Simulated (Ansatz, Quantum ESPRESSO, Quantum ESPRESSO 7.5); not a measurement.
## Al: work function by face

Aim: the work function of the low-index faces of Al, their order, and how far the functional matters.

Program: Quantum ESPRESSO 7.5. Level of theory: plane-wave DFT, PBE, GBRV ultrasoft pseudopotentials (geometry and cross-check by Ansatz 0.2.0 with PAW datasets; geometry under PBE). Results are calculated unless marked as measured.

The experiments to compare with:

For Al (clean single-crystal faces), “Properties of real metallic surfaces: Effects of density functional semilocality and van der Waals nonlocality” (2017, arxiv:1702.08515) quotes earlier work: work function of (111) (clean (111) face) 4.32 eV; work function of (100) (clean (100) face) 4.32 eV; work function of (110) (clean (110) face) 4.23 eV.

Report form: the programs' logs are mostly left out.

### 1. The structure

The cell holds 5 atoms: 5 Al. Cell: a = 2.864 Å, b = 2.864 Å, c = 25.353 Å, α = 90.0°, β = 90.0°, γ = 60.0°. It derives from Al. Vacuum lies along c.

### 2. Relaxation with Ansatz of (111)

The geometry comes first, from a plane-wave PAW code, so that the later runs on this slab share one structure.

Input file input.yaml:

```yaml
crystal:
  lattice:
    - [2.8637824638, 0.0, 0.0]
    - [1.4318912319, 2.4801083646, 0.0]
    - [0.0, 0.0, 25.3530743609]
  atoms:
    - { symbol: Al, position: [0.6666666667, 0.6666666667, 0.315543586] }
    - { symbol: Al, position: [0.0, 0.0, 0.407771793] }
    - { symbol: Al, position: [0.3333333333, 0.3333333333, 0.5] }
    - { symbol: Al, position: [0.6666666667, 0.6666666667, 0.592228207] }
    - { symbol: Al, position: [0.0, 0.0, 0.684456414] }
kpoints:
  mp_grid: { grid: [12, 12, 1] }
hamiltonian:
  xc: pbe
scf:
  occupations: { method: fermi_dirac, width: 0.1 }
  convergence: { dr2_threshold: 1.0e-08 }
efield:
  axis: 3
  dipole_correction: true
  ramp_position: 0.97
  ramp_width: 0.04
relax:
  f_tol: 0.01
  constraints: [{ sites: [2] }]
output:
  write_potential: true
  write_density: true
  volumetric_format: npy
```

Run with:

```bash
$ ansatz run input.yaml --threads 2 --pin off --max-ram 4096MiB --backend cpu --events-out ev --progress --plain --runs-dir out
```

Wall time 5.7 s (2 threads of Arm Neoverse V2, shared host); peak memory 0.36 GiB; 11 s of CPU time.

Relaxation path:

| step | energy less that of the first step (eV) | largest force component (eV/Å) |
| --- | --- | --- |
| 1 | 0.0000 | 0.0775 |
| 2 | -0.0013 | 0.0264 |
| 3 | -0.0014 | 0.0008 |

Forces are held to the 6 operations that the run works with; a distortion that breaks them can't arise in this run.

The atoms that moved most (Å):

| atom | dx | dy | dz | length |
| --- | --- | --- | --- | --- |
| Al5 | 0.000 | 0.000 | 0.014 | 0.014 |
| Al1 | 0.000 | 0.000 | -0.014 | 0.014 |
| Al4 | 0.000 | 0.000 | -0.008 | 0.008 |
| Al2 | 0.000 | 0.000 | 0.008 | 0.008 |

Final coordinates:

```cif
data_structure
_symmetry_space_group_name_H-M 'P 1'
_symmetry_Int_Tables_number 1
_cell_length_a 2.8638
_cell_length_b 2.8638
_cell_length_c 25.3531
_cell_angle_alpha 90.000
_cell_angle_beta 90.000
_cell_angle_gamma 60.000
_cell_volume 180.07
loop_
_atom_site_label
_atom_site_type_symbol
_atom_site_fract_x
_atom_site_fract_y
_atom_site_fract_z
_atom_site_occupancy
Al1 Al 0.66667 0.66667 0.31501 1
Al2 Al 0.00000 0.00000 0.40810 1
Al3 Al 0.33333 0.33333 0.50000 1
Al4 Al 0.66667 0.66667 0.59190 1
Al5 Al 0.00000 0.00000 0.68499 1
```

 Held were the atoms numbered 3; the forces quoted are those on the free ones.

Read from the output:

* free energy: -2686.8261 eV
* energy at zero smearing: -2686.7916 eV
* smearing term TS: 0.06884 eV
* Fermi energy: 1.469 eV
* symmetry operations: 6
* work function of the upper face: 4.115 eV
* work function of the lower face: 4.115 eV
* dipole along the normal: 5.84e-7 e·Å

### 3. SCF with pw.x of (111), PBE

Both faces of the slab are alike, so a plain periodic cell serves and symmetry is kept.

Level of this step: plane-wave DFT, PBE, GBRV ultrasoft pseudopotentials (Quantum ESPRESSO 7.5).

Input file 111.pbe.in:

```
&control
  prefix = '111.pbe'
  outdir = './out'
  pseudo_dir = './pseudo'
  calculation = 'scf'
  tprnfor = .true.
/
&system
  ibrav = 0
  nat = 5
  ntyp = 1
  ecutwfc = 40
  ecutrho = 200
  occupations = 'smearing'
  smearing = 'mv'
  degauss = 0.02
/
&electrons
  conv_thr = 1e-07
  mixing_beta = 0.4
  electron_maxstep = 120
  mixing_mode = 'local-TF'
/
ATOMIC_SPECIES
  Al  26.9815  al_pbe_v1.uspp.F.UPF
CELL_PARAMETERS angstrom
  2.86378246382125 0.00000000000000 0.00000000000000
  1.43189123191063 2.48010836458159 0.00000000000000
  0.00000000000000 0.00000000000000 25.35307436090000
ATOMIC_POSITIONS crystal
  Al  0.666666666667 0.666666666667 0.315005921511
  Al  0.000000000000 0.000000000000 0.408102120770
  Al  0.333333333333 0.333333333333 0.500000000000
  Al  0.666666666667 0.666666666667 0.591897844349
  Al  0.000000000000 -0.000000000000 0.684994188713
K_POINTS automatic
  12 12 1 0 0 0
```

Run with:

```bash
$ OMP_NUM_THREADS=1 mpirun -n 2 pw.x -nk 2 -in 111.pbe.in > 111.pbe.out
```

It took 18 s on 2 MPI ranks; peak memory 0.22 GiB; 36 s of CPU time.

This step gave:

```
free energy  : -455.6030 eV
Fermi energy : 1.463 eV
```

### 4. Potential by pp.x of (111)

plot_num = 11 writes the bare and Hartree potential. It leaves out exchange and correlation, which fade slowly, so it flattens close to the surface.

Input file 111.pbe.pot.in:

```
&inputpp
  prefix = '111.pbe'
  outdir = './out'
  filplot = '111.pbe.pot.dat'
  plot_num = 11
/
```

Run with:

```bash
$ OMP_NUM_THREADS=1 mpirun -n 2 pp.x -in 111.pbe.pot.in > 111.pbe.pot.out
```

Elapsed: 0.76 s, on 2 MPI ranks; peak memory 0.09 GiB; 1.4 s of CPU time.

Read from the output:

- work function of the upper face: 4.103 eV
- slope of the potential above: 2.84e-4 eV/Å
- upper vacuum line continued to the top atoms, over the Fermi level: 4.102 eV
- work function of the lower face: 4.103 eV
- slope of the potential below: -2.32e-4 eV/Å
- lower vacuum line continued to the bottom atoms, over the Fermi level: 4.102 eV

Electrostatic potential energy of an electron; zero at the Fermi level. Potential energy, planar mean against z:

z (Å), potential energy, planar mean (eV) and a bar from the least value:
```
      0.0        4.1 ##############################
      0.5        4.1 ##############################
      1.0        4.1 ##############################
      1.5        4.1 ##############################
      2.0        4.1 ##############################
      2.5        4.1 ##############################
      3.0        4.1 ##############################
      3.5        4.1 ##############################
      4.0        4.1 ##############################
      4.5        4.1 ##############################
      5.0        4.1 ##############################
      5.5        4.0 ##############################
      6.0        3.7 #############################
      6.5        2.8 ############################
      7.0       -0.2 #######################
      7.5       -8.0 ##########
      8.0      -14.1 
      8.5       -7.6 ###########
      9.0       -0.9 ######################
      9.5       -2.1 ####################
     10.0      -10.7 ######
     10.5      -13.4 #
     11.0       -5.0 ###############
     11.5       -0.5 ######################
     12.0       -4.6 ################
     12.5      -13.2 ##
     13.0      -11.1 #####
     13.5       -2.4 ###################
     14.0       -1.0 ######################
     14.5       -7.7 ###########
     15.0      -14.2 
     15.5       -7.9 ##########
     16.0       -0.9 ######################
     16.5       -2.0 ####################
     17.0      -10.3 ######
     17.5      -13.6 #
     18.0       -5.2 ###############
     18.5        1.0 #########################
     19.0        3.2 ############################
     19.5        3.8 ##############################
     20.0        4.0 ##############################
     20.5        4.1 ##############################
     21.0        4.1 ##############################
     21.5        4.1 ##############################
     22.0        4.1 ##############################
     22.5        4.1 ##############################
     23.0        4.1 ##############################
     23.5        4.1 ##############################
     24.0        4.1 ##############################
     24.5        4.1 ##############################
     25.0        4.1 ##############################
```

### 5. Self-consistent run of (111), LDA

The same atoms under a second functional.

Level of this step: plane-wave DFT, LDA, GBRV ultrasoft pseudopotentials (Quantum ESPRESSO 7.5).

111.lda.in is the input of step 3 with these lines changed:

```diff
@@ -1,3 +1,3 @@
 &control
-  prefix = '111.pbe'
+  prefix = '111.lda'
   outdir = './out'
@@ -24,3 +24,3 @@
 ATOMIC_SPECIES
-  Al  26.9815  al_pbe_v1.uspp.F.UPF
+  Al  26.9815  al_lda_v1.uspp.F.UPF
 CELL_PARAMETERS angstrom
```

Run with:

```bash
$ OMP_NUM_THREADS=1 mpirun -n 2 pw.x -nk 2 -in 111.lda.in > 111.lda.out
```

The job ended after 18 s (2 MPI ranks; peak memory 0.22 GiB).

Numbers from this step:

| Quantity | Value |
| --- | --- |
| free energy | -451.0931 eV |
| Fermi energy | 1.275 eV |

### 6. Electrostatic potential of (111)

Input file 111.lda.pot.in:

```
&inputpp
  prefix = '111.lda'
  outdir = './out'
  filplot = '111.lda.pot.dat'
  plot_num = 11
/
```

Run with:

```bash
$ OMP_NUM_THREADS=1 mpirun -n 2 pp.x -in 111.lda.pot.in > 111.lda.pot.out
```

The job ended after 0.76 s (2 MPI ranks; peak memory 0.1 GiB; 1.4 s of CPU time).

Read from the output:

* work function of the upper face: 4.274 eV
* slope of the potential above: 2.62e-4 eV/Å
* upper vacuum line continued to the top atoms, over the Fermi level: 4.273 eV
* work function of the lower face: 4.274 eV
* slope of the potential below: -2.15e-4 eV/Å
* lower vacuum line continued to the bottom atoms, over the Fermi level: 4.273 eV

On (111) the work function under LDA lies +0.17 eV from PBE's.

### 7. Geometry from Ansatz of (100)

Level of this step: plane-wave DFT, PBE, Ansatz PAW (Ansatz 0.2.0).

input.yaml, the sections that differ from step 2:

```yaml
crystal:
  lattice:
    - [2.8637824638, 0.0, 0.0]
    - [0.0, 2.8637824638, 0.0]
    - [0.0, 0.0, 24.1]
  atoms:
    - { symbol: Al, position: [0.0, 0.0, 0.3319502075] }
    - { symbol: Al, position: [0.5, 0.5, 0.4159751037] }
    - { symbol: Al, position: [0.0, 0.0, 0.5] }
    - { symbol: Al, position: [0.5, 0.5, 0.5840248963] }
    - { symbol: Al, position: [0.0, 0.0, 0.6680497925] }
kpoints:
  mp_grid: { grid: [10, 10, 1] }
# hamiltonian, scf, efield, relax, output: as in step 2
```

Run with:

```bash
$ ansatz run input.yaml --threads 2 --pin off --max-ram 4096MiB --backend cpu --events-out ev --progress --plain --runs-dir out
```

Wall time 10 s (2 threads); peak memory 0.36 GiB; 19 s of CPU time.

Step by step:

| step | energy less that of the first step (eV) | largest force component (eV/Å) |
| --- | --- | --- |
| 1 | 0.0000 | 0.1042 |
| 2 | -0.0138 | 0.0458 |
| 3 | -0.0151 | 0.0103 |
| 4 | -0.0151 | 0.0006 |

Forces are held to the 8 operations that the run works with; a distortion that breaks them can't arise in this run.

The atoms that moved most (Å):

| atom | dx | dy | dz | length |
| --- | --- | --- | --- | --- |
| Al5 | 0.000 | 0.000 | 0.096 | 0.096 |
| Al1 | 0.000 | 0.000 | -0.096 | 0.096 |
| Al4 | 0.000 | 0.000 | 0.066 | 0.066 |
| Al2 | 0.000 | 0.000 | -0.066 | 0.066 |

The relaxed structure:

```cif
data_structure
_symmetry_space_group_name_H-M 'P 1'
_symmetry_Int_Tables_number 1
_cell_length_a 2.8638
_cell_length_b 2.8638
_cell_length_c 24.1000
_cell_angle_alpha 90.000
_cell_angle_beta 90.000
_cell_angle_gamma 90.000
_cell_volume 197.65
loop_
_atom_site_label
_atom_site_type_symbol
_atom_site_fract_x
_atom_site_fract_y
_atom_site_fract_z
_atom_site_occupancy
Al1 Al 0.00000 0.00000 0.32796 1
Al2 Al 0.50000 0.50000 0.41324 1
Al3 Al 0.00000 0.00000 0.50000 1
Al4 Al 0.50000 0.50000 0.58676 1
Al5 Al 0.00000 0.00000 0.67204 1
```

The relaxation lowers the energy by 3 meV an atom. Held were the atoms numbered 3; the forces quoted are those on the free ones.

Read from the output:

| Property | Result |
| --- | --- |
| free energy | -2686.5834 eV |
| energy at zero smearing | -2686.5456 eV |
| smearing term TS | 0.07562 eV |
| Fermi energy | 0.9479 eV |
| symmetry operations | 8 |
| work function of the upper face | 4.238 eV |
| work function of the lower face | 4.238 eV |
| dipole along the normal | 1.61e-7 e·Å |

### 8. SCF with pw.x of (100), PBE

Level of this step: plane-wave DFT, PBE, GBRV ultrasoft pseudopotentials (Quantum ESPRESSO 7.5).

Input file 100.pbe.in:

```
&control
  prefix = '100.pbe'
  outdir = './out'
  pseudo_dir = './pseudo'
  calculation = 'scf'
  tprnfor = .true.
/
&system
  ibrav = 0
  nat = 5
  ntyp = 1
  ecutwfc = 40
  ecutrho = 200
  occupations = 'smearing'
  smearing = 'mv'
  degauss = 0.02
/
&electrons
  conv_thr = 1e-07
  mixing_beta = 0.4
  electron_maxstep = 120
  mixing_mode = 'local-TF'
/
ATOMIC_SPECIES
  Al  26.9815  al_pbe_v1.uspp.F.UPF
CELL_PARAMETERS angstrom
  2.86378246380000 0.00000000000000 0.00000000000000
  0.00000000000000 2.86378246380000 0.00000000000000
  0.00000000000000 0.00000000000000 24.10000000000000
ATOMIC_POSITIONS crystal
  Al  -0.000000000000 0.000000000000 0.327955494577
  Al  0.500000000000 0.500000000000 0.413243863293
  Al  0.000000000000 0.000000000000 0.500000000000
  Al  0.500000000000 0.500000000000 0.586756137698
  Al  -0.000000000000 0.000000000000 0.672044509135
K_POINTS automatic
  10 10 1 0 0 0
```

Run with:

```bash
$ OMP_NUM_THREADS=1 mpirun -n 2 pw.x -nk 2 -in 100.pbe.in > 100.pbe.out
```

It took 18 s on 2 MPI ranks; peak memory 0.23 GiB.

Read from the output:

* free energy: -455.3642 eV
* Fermi energy: 0.9497 eV

### 9. Electrostatic potential of (100)

Input file 100.pbe.pot.in:

```
&inputpp
  prefix = '100.pbe'
  outdir = './out'
  filplot = '100.pbe.pot.dat'
  plot_num = 11
/
```

Run with:

```bash
$ OMP_NUM_THREADS=1 mpirun -n 2 pp.x -in 100.pbe.pot.in > 100.pbe.pot.out
```

Wall time 0.75 s (2 MPI ranks); peak memory 0.11 GiB; 1.4 s of CPU time.

Read from the output:

```
work function of the upper face                                       : 4.223 eV
slope of the potential above                                          : 1.96e-4 eV/Å
upper vacuum line continued to the top atoms, over the Fermi level    : 4.222 eV
work function of the lower face                                       : 4.223 eV
slope of the potential below                                          : -1.34e-4 eV/Å
lower vacuum line continued to the bottom atoms, over the Fermi level : 4.223 eV
```

Electrostatic potential energy of an electron; zero at the Fermi level. Potential energy, planar mean against z:

| z (Å) | potential energy, planar mean (eV) |
| --- | --- |
| 0.0 | 4.22 |
| 0.5 | 4.22 |
| 1.0 | 4.22 |
| 1.5 | 4.22 |
| 2.0 | 4.22 |
| 2.5 | 4.22 |
| 3.0 | 4.22 |
| 3.5 | 4.22 |
| 4.0 | 4.22 |
| 4.5 | 4.22 |
| 5.0 | 4.19 |
| 5.5 | 4.11 |
| 6.0 | 3.82 |
| 6.5 | 2.80 |
| 7.0 | -0.346 |
| 7.5 | -7.82 |
| 8.0 | -11.6 |
| 8.5 | -5.18 |
| 9.0 | -1.98 |
| 9.5 | -7.32 |
| 10.0 | -12.0 |
| 10.5 | -6.06 |
| 11.0 | -1.70 |
| 11.5 | -5.94 |
| 12.0 | -12.0 |
| 12.5 | -7.54 |
| 13.0 | -1.86 |
| 13.5 | -4.56 |
| 14.0 | -11.5 |
| 14.5 | -8.89 |
| 15.0 | -2.41 |
| 15.5 | -3.86 |
| 16.0 | -10.8 |
| 16.5 | -9.39 |
| 17.0 | -1.50 |
| 17.5 | 2.42 |
| 18.0 | 3.70 |
| 18.5 | 4.08 |
| 19.0 | 4.18 |
| 19.5 | 4.21 |
| 20.0 | 4.22 |
| 20.5 | 4.22 |
| 21.0 | 4.22 |
| 21.5 | 4.22 |
| 22.0 | 4.22 |
| 22.5 | 4.22 |
| 23.0 | 4.22 |
| 23.5 | 4.22 |

### 10. SCF with pw.x of (100), LDA

Level of this step: plane-wave DFT, LDA, GBRV ultrasoft pseudopotentials (Quantum ESPRESSO 7.5).

100.lda.in is the input of step 8 with these lines changed:

```diff
@@ -1,3 +1,3 @@
 &control
-  prefix = '100.pbe'
+  prefix = '100.lda'
   outdir = './out'
@@ -24,3 +24,3 @@
 ATOMIC_SPECIES
-  Al  26.9815  al_pbe_v1.uspp.F.UPF
+  Al  26.9815  al_lda_v1.uspp.F.UPF
 CELL_PARAMETERS angstrom
```

Run with:

```bash
$ OMP_NUM_THREADS=1 mpirun -n 2 pw.x -nk 2 -in 100.lda.in > 100.lda.out
```

Run time: 17 s. Hardware: 2 MPI ranks; peak memory 0.23 GiB; 34 s of CPU time.

Numbers from this step:

| Quantity | Value |
| --- | --- |
| free energy | -450.8018 eV |
| Fermi energy | 0.7697 eV |

### 11. Electrostatic potential of (100)

Input file 100.lda.pot.in:

```
&inputpp
  prefix = '100.lda'
  outdir = './out'
  filplot = '100.lda.pot.dat'
  plot_num = 11
/
```

Run with:

```bash
$ OMP_NUM_THREADS=1 mpirun -n 2 pp.x -in 100.lda.pot.in > 100.lda.pot.out
```

Run time: 0.73 s. Hardware: 2 MPI ranks; peak memory 0.11 GiB.

Read from the output:

```
work function of the upper face                                       : 4.377 eV
slope of the potential above                                          : 1.72e-4 eV/Å
upper vacuum line continued to the top atoms, over the Fermi level    : 4.376 eV
work function of the lower face                                       : 4.377 eV
slope of the potential below                                          : -1.21e-4 eV/Å
lower vacuum line continued to the bottom atoms, over the Fermi level : 4.376 eV
```

On (100) the work function under LDA lies +0.15 eV from PBE's.

### 12. Geometry from Ansatz of (110)

Level of this step: plane-wave DFT, PBE, Ansatz PAW (Ansatz 0.2.0).

System of this step: Al(110), 7 layers. The cell holds 7 atoms: 7 Al. Cell: a = 4.050 Å, b = 2.864 Å, c = 24.591 Å, α = 90.0°, β = 90.0°, γ = 90.0°. It derives from Al. Vacuum lies along c.

input.yaml, the sections that differ from step 7:

```yaml
crystal:
  lattice:
    - [4.05, 0.0, 0.0]
    - [0.0, 2.8637824638, 0.0]
    - [0.0, 0.0, 24.5913473914]
  atoms:
    - { symbol: Al, position: [0.0, 0.0, 0.3253176767] }
    - { symbol: Al, position: [0.5, 0.5, 0.3835451178] }
    - { symbol: Al, position: [0.0, 0.0, 0.4417725589] }
    - { symbol: Al, position: [0.5, 0.5, 0.5] }
    - { symbol: Al, position: [0.0, 0.0, 0.5582274411] }
    - { symbol: Al, position: [0.5, 0.5, 0.6164548822] }
    - { symbol: Al, position: [0.0, 0.0, 0.6746823233] }
kpoints:
  mp_grid: { grid: [8, 10, 1] }
relax:
  f_tol: 0.01
  constraints: [{ sites: [2, 3, 4] }]
# hamiltonian, scf, efield, output: as in step 7
```

Run with:

```bash
$ ansatz run input.yaml --threads 2 --pin off --max-ram 4096MiB --backend cpu --events-out ev --progress --plain --runs-dir out
```

It took 21 s on 2 threads; peak memory 0.48 GiB.

Step by step:

| step | energy less that of the first step (eV) | largest force component (eV/Å) |
| --- | --- | --- |
| 1 | 0.0000 | 0.2795 |
| 2 | -0.0379 | 0.0532 |
| 3 | -0.0392 | 0.0093 |

Forces are held to the 4 operations that the run works with; a distortion that breaks them can't arise in this run.

The atoms that moved most (Å):

| atom | dx | dy | dz | length |
| --- | --- | --- | --- | --- |
| Al2 | 0.000 | 0.000 | -0.076 | 0.076 |
| Al6 | 0.000 | 0.000 | 0.076 | 0.076 |
| Al1 | 0.000 | 0.000 | 0.065 | 0.065 |
| Al7 | 0.000 | 0.000 | -0.065 | 0.065 |

The relaxation lowers the energy by 6 meV an atom. Held were the atoms numbered 3, 4 and 5; the forces quoted are those on the free ones.

This step gave:

```
free energy                     : -3761.1036 eV
energy at zero smearing         : -3761.0483 eV
smearing term TS                : 0.1105 eV
Fermi energy                    : 0.8729 eV
symmetry operations             : 4
work function of the upper face : 4.043 eV
work function of the lower face : 4.043 eV
dipole along the normal         : 2.07e-7 e·Å
```

[end of part 1 of 2]

[Logs are printed without paths, hosts, clocks, repeated set-up lines and the standing remarks that a program may print on its own settings, such as how far it seeks lower states.]

[Hosts, paths, dates, database ids (printed as entryN), source tags and the programs' standing remarks are cut or masked in the printed files.]

[Maps of the electrostatic potential energy from Ansatz leave out the sawtooth potential of an applied field or a dipole correction, so their vacuum need not be flat; planar profiles and work functions include it.]
